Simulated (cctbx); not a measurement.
# What is wrong with this refinement?

Cell a = 3.5350 Å, b = 3.5350 Å, c = 22.2980 Å, α = 90.00°, β = 90.00°, γ = 120.00°; space group P-3m1 (no. 164). The compound is Ti3TlS6.

Simulated single-crystal data (cctbx): synchrotron X-rays, λ = 0.4959 Å, to d = 0.8 Å, 95 % of the full sphere, strongest reflection 20000 counts, noise from counting, a 6 % proportional error and a noise floor of 8 counts (s.d.); no absorption.

An anisotropic refinement with weights 1/σ² prints:

```text
Rint 0.046, 259 unique reflections to 0.80 A
cycle     R1     wR2    GooF  max shift (A)
   1  0.1959  0.4097  15.746   0.02031
   2  0.1959  0.4015  15.431   0.00008
final R1 0.1959 wR2 0.4015 GooF 15.431  parameters 13  data/parameter 19.9
atom        x        y        z      Ueq    occ   su(xyz)  su(Uiso or U11)
Tl1    0.00000  0.00000  0.50000   0.0010  1.000  0.00000  0.0019
Ti1    0.00000  0.00000  0.64819   0.0011  1.000  0.00060  0.0039  NPD
Ti2    0.00000  0.00000  0.00000   0.0024  1.000  0.00000  0.0053  NPD
S1     0.66667  0.33333  0.92935   0.0057  1.000  0.00098  0.0051  NPD
S2     0.66667  0.33333  0.28528   0.0002  1.000  0.00075  0.0051  NPD
difference map: max 61.82 min -4.77 rms 2.40
Q1    0.3333  0.6667  0.4234    2   62.24  2.59 A from Ti1
Q2    0.0000  0.0000  0.5000    1   50.56  0.00 A from Tl1
Q3    0.0000  0.0000  0.3642    2    5.91  0.28 A from Ti1
Q4    0.3333  0.6667  0.2878    2    4.51  2.04 A from S2
Q5    0.0445  0.5223  0.4601    6    4.49  1.98 A from Tl1
Q6    0.1736  0.3471  0.3927    6    4.35  1.40 A from Ti1
```

**Question.** Can this result stand? If not, what is the likely fault?

Mend it. The fault: an atom left out, S at (2/3, 1/3, 0.5766). Against the right model at the same level, R1 goes from 0.0112 to 0.1959 and GooF from 0.96 to 15.43, the top difference peak, 62.2 e/Å³, lies 2.59 Å from Ti1 and Ti1, Ti2, S1 and S2 go non-positive-definite. Q1 is the missing atom. With scattering power missing, scale and phases suffer, so peaks may also grow on the heavy atoms.

The compound is Ti3TlS6. The right model at the same level gives:

```text
Rint 0.046, 259 unique reflections to 0.80 A
cycle     R1     wR2    GooF  max shift (A)
   1  0.0116  0.0271   1.050   0.00032
   2  0.0112  0.0249   0.963   0.00000
final R1 0.0112 wR2 0.0249 GooF 0.963  parameters 16  data/parameter 16.2
atom        x        y        z      Ueq    occ   su(xyz)  su(Uiso or U11)
Tl1    0.00000  0.00000  0.50000   0.0032  1.000  0.00000  0.0001
Ti1    0.00000  0.00000  0.64729   0.0042  1.000  0.00004  0.0002
Ti2    0.00000  0.00000  0.00000   0.0056  1.000  0.00000  0.0003
S1     0.66667  0.33333  0.92986   0.0088  1.000  0.00005  0.0003
S2     0.66667  0.33333  0.28564   0.0074  1.000  0.00005  0.0003
S3     0.66667  0.33333  0.57662   0.0036  1.000  0.00005  0.0003
difference map: max 0.58 min -0.61 rms 0.12
Q1    0.0000  0.0000  0.4486    2    0.58  1.15 A from Tl1
Q2    0.0000  0.0000  0.4092    2    0.53  1.26 A from Ti1
Q3    0.3333  0.6667  0.2309    2    0.52  2.38 A from S2
Q4    0.2551  0.5101  0.0893    6    0.39  0.64 A from S1
Q5    0.1086  0.2172  0.7107    6    0.38  1.38 A from S2
Q6    0.3333  0.6667  0.5286    2    0.36  2.14 A from Tl1
```

Isotropic U is held between 0.0001 and 1 Å² by the program, and listed peak heights are interpolated, so they can pass the grid's maximum.

The model is made up (kin elements in a known structure type, no relaxation), so it says nothing on whether the phase exists.

[Middle refinement cycles are left out of these outputs.]

[Logs are printed without paths, hosts, clocks, repeated set-up lines and the standing remarks that a program may print on its own settings, such as how far it seeks lower states.]
